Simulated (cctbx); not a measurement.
# X-rays or neutrons for the lightest atoms?

Cell a = 3.5400 Å, b = 3.5400 Å, c = 6.2130 Å, α = 90.00°, β = 90.00°, γ = 90.00°; space group P4/mmm (no. 123); content Hg1 Ni5 N1. The heavier atoms are placed; N is still missing.

The data are simulated with cctbx, not measured: Cu Kα, λ = 1.54184 Å, to d = 0.83 Å, 70 % of the full sphere, strongest reflection 40000 counts, noise from counting, a 1.5 % proportional error and a noise floor of 8 counts (s.d.); no absorption.

Refinement without N (map in e/Å³):

```text
Rint 0.013, 65 unique reflections to 0.83 A
cycle     R1     wR2    GooF  max shift (A)
   1  0.1637  0.3602  39.421   0.00588
   2  0.0424  0.0900   9.849   0.00002
final R1 0.0424 wR2 0.0900 GooF 9.849  parameters 4  data/parameter 16.2
atom        x        y        z      Ueq    occ   su(xyz)  su(Uiso or U11)
Hg1    0.00000  0.00000  0.00000   0.0088  1.000  0.00000  0.0008
Ni1    0.50000  0.00000  0.30196   0.0447  1.000  0.00116  0.0017
Ni2    0.50000  0.50000  0.00000   0.0177  1.000  0.00000  0.0019
difference map: max 11.93 min -0.82 rms 0.60
Q1    0.5000  0.5000  0.5000    1   11.93  2.16 A from Ni1
Q2    0.0000  0.0000  0.0000    1    1.51  0.00 A from Hg1
Q3    0.0000  0.3993  0.2665    8    0.87  0.42 A from Ni1
Q4    0.2571  0.2571  0.5000    4    0.44  1.76 A from Ni1
Q5    0.5000  0.5000  0.3301    2    0.33  1.78 A from Ni1
Q6    0.2277  0.5000  0.4069    8    0.30  1.04 A from Ni1
Q7    0.4123  0.4123  0.0000    4    0.28  0.44 A from Ni2
Q8    0.0000  0.5000  0.4376    4    0.26  0.84 A from Ni1
```

Simulated single-crystal data (cctbx): neutrons of λ = 0.95 Å, to d = 0.7 Å, 70 % of the full sphere, strongest reflection 5000 counts, noise from counting, a 1.5 % proportional error and a noise floor of 8 counts (s.d.); no absorption.

Refinement without N (map in fm/Å³; only maxima are listed):

```text
Rint 0.039, 97 unique reflections to 0.70 A
cycle     R1     wR2    GooF  max shift (A)
   1  0.3782  0.5764  22.541   0.02564
   4  0.3188  0.4836  18.914   0.00020
final R1 0.3189 wR2 0.4836 GooF 18.914  parameters 4  data/parameter 24.2
atom        x        y        z      Ueq    occ   su(xyz)  su(Uiso or U11)
Hg1    0.00000  0.00000  0.00000   0.0279  1.000  0.00000  0.0049
Ni1    0.50000  0.00000  0.29730   0.0440  1.000  0.00298  0.0045
Ni2    0.50000  0.50000  0.00000   0.0001  1.000  0.00000  0.0028
difference map: max 46.81 min -5.91 rms 2.15
Q1    0.0000  0.0000  0.5000    1   46.81  2.17 A from Ni1
Q2    0.5000  0.5000  0.0000    1   13.21  0.00 A from Ni2
Q3    0.5000  0.5000  0.5000    1   12.38  2.17 A from Ni1
Q4    0.0000  0.5000  0.3491    4    5.11  0.32 A from Ni1
Q5    0.1707  0.1707  0.0000    4    4.76  0.85 A from Hg1
Q6    0.0000  0.2500  0.0000    4    4.24  0.89 A from Hg1
Q7    0.1151  0.1151  0.3575    8    3.10  1.47 A from Ni1
Q8    0.0000  0.5000  0.2000    4    2.85  0.60 A from Ni1
```

**Question.** Where is N, and which data fix it better?

N sits at (1/2, 1/2, 1/2). Adding it takes R1 from 0.042 to 0.007 with X-rays and from 0.319 to 0.024 with neutrons. Symmetry fixes its coordinates; the s.u. of its U is 0.0021 Å² with X-rays and 0.0005 Å² with neutrons. In the X-ray map Q1 marks it. In the neutron map Q3 marks it.

Final neutron refinement:

```text
Rint 0.039, 97 unique reflections to 0.70 A
cycle     R1     wR2    GooF  max shift (A)
   1  0.2490  0.4984  19.597   0.00368
   3  0.0239  0.0398   1.563   0.00000
final R1 0.0239 wR2 0.0398 GooF 1.563  parameters 5  data/parameter 19.4
atom        x        y        z      Ueq    occ   su(xyz)  su(Uiso or U11)
Hg1    0.00000  0.00000  0.00000   0.0100  1.000  0.00000  0.0003
Ni1    0.50000  0.00000  0.30087   0.0467  1.000  0.00019  0.0004
Ni2    0.50000  0.50000  0.00000   0.0185  1.000  0.00000  0.0003
N1     0.50000  0.50000  0.50000   0.0273  1.000  0.00000  0.0005
difference map: max 1.01 min -1.13 rms 0.18
Q1    0.5000  0.5000  0.5000    1    1.01  0.00 A from N1
Q2    0.5000  0.5000  0.3223    2    0.74  1.10 A from N1
Q3    0.0000  0.0000  0.3852    2    0.73  1.85 A from Ni1
Q4    0.0000  0.1693  0.5000    4    0.69  1.70 A from Ni1
Q5    0.0000  0.3692  0.2738    8    0.65  0.49 A from Ni1
Q6    0.0000  0.1881  0.0000    4    0.59  0.67 A from Hg1
```

This is a model crystal, built by substitution and not relaxed, with assumed displacement parameters.

[Middle refinement cycles are left out of these outputs.]

[Logs are printed without paths, hosts, clocks, repeated set-up lines and the standing remarks that a program may print on its own settings, such as how far it seeks lower states.]
